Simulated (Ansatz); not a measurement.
In doubt: masses and optical values from hybrid runs of this build are listed as unsure (in some of the runs), which bears on the screening that GW takes from such a start.

System: WS2/WSSe (van der Waals superlattice) (P3m1).

The structure was built from a prototype and need not be the compound's stable phase.

```xyz
6
Lattice="3.1485 0.0000 0.0000 -1.5743 2.7267 0.0000 0.0000 0.0000 11.8906" Properties=species:S:1:pos:R:3 pbc="T T T"
W     0.0000    1.8178    2.9045
S     1.5743    0.9089    4.4628
S     1.5743    0.9089    1.3442
W     0.0000    0.0000    8.9979
S     0.0000    1.8178   10.5438
Se    0.0000    1.8178    7.2763
```

The structure was relaxed with PBEsol-D3(BJ). The runs that relaxed it are not among those shown. Spin-orbit coupling is left out unless a run names it.

Gaps computed with Ansatz 0.2.0 without a self-energy: HSE06 1.16 eV.

Q: What gap should G0W0 on HSE06 give (9×9×2 mesh, 197 empty bands, screening to 90 eV, PAW set soft_1 files)?

About 1.15 eV: on its mesh the run moves the gap from 1.26 eV by −0.01 eV, and the mesh misses the edges by 0.11 eV. Bands and cutoff are finite, so the gap is not at the basis limit. The miss can reach some tenths of an eV and take either sign; the mesh is an error of its own. The many-body steps are scalar-relativistic: spin-orbit coupling is not in them.

[Paths, hosts, dates, memory and timing lines, banners, echoed tables and standing remarks are left out of the program output.]

[Logs are printed without paths, hosts, clocks, repeated set-up lines and the standing remarks that a program may print on its own settings, such as how far it seeks lower states.]

[Runs of the session that timed out or met a known fault of the program may be left out.]

[Cells called generated may have been cut or substituted from an entry of the Crystallography Open Database or the Materials Project.]

[Hosts, paths, dates, database ids (printed as entryN), source tags and the programs' standing remarks are cut or masked in the printed files.]
